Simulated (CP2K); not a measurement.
Two runs for the C K edge of 2-cyanoimidazole. Run A: CP2K XAS_TDP, all-electron GAPW, PBEh(45%), aug-cc-pVDZ, TDA, no relativity. Run B differs in one setting.

First lines with a strength over 0.0015. A:

| atom | energy (eV) | states | strength, one atom |
| --- | --- | --- | --- |
| C2 (bonded to C and N) | 282.12 | 1 | 0.0380 |
|  | 282.29 | 1 | 0.0524 |
|  | 286.41 | 1 | 0.0228 |
|  | 287.21 | 1 | 0.0078 |
|  | 287.48 | 1 | 0.0031 |
| C3 (bonded to C and 2 N) | 283.20 | 1 | 0.0411 |
|  | 286.02 | 1 | 0.0076 |
|  | 286.80 | 1 | 0.0042 |
|  | 287.94 | 1 | 0.0217 |
|  | 287.98 | 1 | 0.0046 |
| C5 (bonded to C, N and H) | 282.65 | 1 | 0.0566 |
|  | 285.12 | 1 | 0.0072 |
|  | 285.67 | 1 | 0.0043 |
|  | 286.11 | 1 | 0.0025 |
|  | 286.25 | 1 | 0.0040 |
| C6 (bonded to C, N and H) | 282.41 | 1 | 0.0504 |
|  | 285.12 | 1 | 0.0124 |
|  | 285.21 | 1 | 0.0049 |
|  | 286.01 | 1 | 0.0052 |
|  | 286.91 | 1 | 0.0053 |

B:

| atom | energy (eV) | states | strength, one atom |
| --- | --- | --- | --- |
| C2 (bonded to C and N) | 288.60 | 1 | 0.0371 |
|  | 288.76 | 1 | 0.0513 |
|  | 292.89 | 1 | 0.0223 |
|  | 293.69 | 1 | 0.0076 |
|  | 293.95 | 1 | 0.0030 |
| C3 (bonded to C and 2 N) | 288.53 | 1 | 0.0404 |
|  | 291.35 | 1 | 0.0075 |
|  | 292.13 | 1 | 0.0042 |
|  | 293.27 | 1 | 0.0213 |
|  | 293.31 | 1 | 0.0045 |
| C5 (bonded to C, N and H) | 288.39 | 1 | 0.0555 |
|  | 290.86 | 1 | 0.0071 |
|  | 291.40 | 1 | 0.0042 |
|  | 291.85 | 1 | 0.0025 |
|  | 291.99 | 1 | 0.0040 |
| C6 (bonded to C, N and H) | 288.04 | 1 | 0.0494 |
|  | 290.76 | 1 | 0.0121 |
|  | 290.85 | 1 | 0.0048 |
|  | 291.65 | 1 | 0.0051 |
|  | 292.55 | 1 | 0.0052 |

Which was it: the basis, GW2X switched on, scalar relativity switched on, the functional?

GW2X switched on. GW2X shifts an atom's lines together and keeps their spacings. Against PBEh(45%) in aug-cc-pVDZ, the leading lines move by +6.48 eV (C2, to 288.60), +5.33 eV (C3, to 288.53), +5.74 eV (C5, to 288.39) and +5.63 eV (C6, to 288.04).

[Hosts, paths, dates, database ids (printed as entryN), source tags and the programs' standing remarks are cut or masked in the printed files.]
